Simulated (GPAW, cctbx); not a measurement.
# By hand: from a DFT structure factor to an extinction distance in Cd4SeS3

Cd4SeS3, P-43m (no. 215), a = 5.9849 Å, b = 5.9849 Å, c = 5.9849 Å, α = 90.00°, β = 90.00°, γ = 90.00°.

```
atom  mult.       x       y       z
 Cd1      4  0.2561  0.2561  0.2561
 Se1      1       0       0       0
  S1      3       0     1/2     1/2
```

The cell is our own: ordered zincblende alloy in the eight-atom cube, 1 of 4 S sites given to Se.

A DFT run (GPAW, PBE, 600 eV, 4×4×4 k-points, Fermi–Dirac width 0.02 eV) gives the static X-ray structure factor of 020 as 97.685 e for the conventional cell; superposed free atoms give 98.456 e. **Problem.** Find the Fourier component V of the crystal potential and the two-beam extinction distance at 200 kV in both cases.

## 1. Geometry

The cell volume is Ω = 214.38 Å³ and d(020) = 2.9925 Å, so g = 1/d = 0.3342 Å⁻¹.

## 2. The nuclei

Electrons feel nuclei as well as electrons, so the nuclear charges are summed with the same phases.

Phase sums Σ exp(2πi h·x), turned so that the total is real and positive: Cd +3.988, Se -1.000, S -3.000. Then F_Z = 48 × (+3.988) + 34 × (-1.000) + 16 × (-3.000) = 109.44 e. The electron term has the same sign for this reflection.

## 3. Mott–Bethe

Poisson's equation, term by term, gives V = (e/4πε₀)(F_Z − F)/(πΩg²), with e/4πε₀ = 14.3996 V Å.

The prefactor is 14.3996 × 2.9925²/(π × 214.38) = 0.19147 V per electron. Free atoms: (109.44 − 98.456) × 0.19147 = 2.103 V. Crystal: (109.44 − 97.685) × 0.19147 = 2.250 V. F changes by -0.78 % and V by +7.0 %: the same 0.77 e is measured against F_Z − F = 11.0 e in place of F = 98.5 e.

## 4. Extinction distance

In the two-beam case ξ = 1/(λU) with U = 2γm₀eV/h², that is ξ = 150.41 V Å²/(γλV).

At 200 kV, λ = 0.02508 Å and γ = 1.3914. Free atoms: ξ = 2050 Å. Crystal: ξ = 1916 Å. The thickness fringes go as sin²(πt/ξ), so the two patterns slip by a quarter of a period when t|1/ξ₁ − 1/ξ₀| = 1/4, at t ≈ 730 nm. Thermal motion, absorption and many-beam coupling, left out here, change a real pattern.

## 5. Answer

V(020) is 2.25 V against 2.10 V, and ξ is 1916 against 2050 Å. Limits: static atoms, two beams.

[Outputs are excerpts: Python notices, other lines and further rows are left out; steps that failed or that the build refused (PBEsol, TPSS) are not shown.]

[Logs are printed without paths, hosts, clocks, repeated set-up lines and the standing remarks that a program may print on its own settings, such as how far it seeks lower states.]
